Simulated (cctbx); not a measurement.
# Pr2CoNiS6: precision against data quality

Space group P2_1/c (no. 14), a = 6.5220 Å, b = 6.9560 Å, c = 11.3480 Å, α = 90.00°, β = 125.07°, γ = 90.00°.

| atom | mult. | x | y | z | Ueq (Å²) |
| --- | --- | --- | --- | --- | --- |
| Pr1 | 4 | 0.2245 | 0.4302 | 0.7512 | 0.0076 |
| Ni1 | 2 | 0 | 1/2 | 0 | 0.0084 |
| Co1 | 2 | 1/2 | 0 | 0 | 0.0107 |
| S1 | 4 | 0.8461 | 0.8080 | 0.0456 | 0.0123 |
| S2 | 4 | 0.3689 | 0.0336 | 0.7609 | 0.0121 |
| S3 | 4 | 0.7373 | 0.2127 | 0.5516 | 0.0135 |

The model is made up (kin elements in a known structure type, no relaxation), so it says nothing on whether the phase exists.

Five simulated data sets (cctbx; Ag Kα, λ = 0.56087 Å; 2 % proportional error) differ in resolution or exposure (noise floor 15 counts in the first three, 8 in the last two). Each is refined with the right model, isotropic at 1.1 Å and anisotropic otherwise. How do the figures of merit and the uncertainties move?

```csv
d min (Å),top counts,"⟨I/σ⟩ (unmerged, absences included)",unique,param. (scale apart),Rint,R1,GooF,largest s.u. xyz (fractional),s.u. U of S1 (Å²),largest error (Å)
1.1,5000,9.6,330,18,0.047,0.0229,0.94,0.00062,0.0008,0.0052
0.84,5000,7.6,743,48,0.061,0.0241,0.95,0.00041,0.0010,0.0044
0.6,5000,5.1,2039,48,0.094,0.0358,0.90,0.00028,0.0006,0.0024
0.75,300,1.2,1051,48,0.398,0.0944,0.89,0.00228,0.0059,0.0264
0.75,3000,6.1,1051,48,0.073,0.0273,0.89,0.00037,0.0008,0.0047
```

The number of reflections grows roughly as 1/d³: 330, 743 and 2039 here. R1 follows the noise rather than the truth: at 300 counts it is 0.0944, at 3000 counts 0.0273, while GooF is 0.89 and 0.89: the weights 1/σ² carry the noise. The s.u. of U (U11 where anisotropic) for S1 goes 0.0008, 0.0010, 0.0006 Å² with resolution and 0.0059, 0.0008 Å² with exposure.

Hardware for the 0.6 Å refinement: 0.39 s on 1 thread of Arm Neoverse V2, on a shared host, peak memory 0.09 GiB.

[Logs are printed without paths, hosts, clocks, repeated set-up lines and the standing remarks that a program may print on its own settings, such as how far it seeks lower states.]
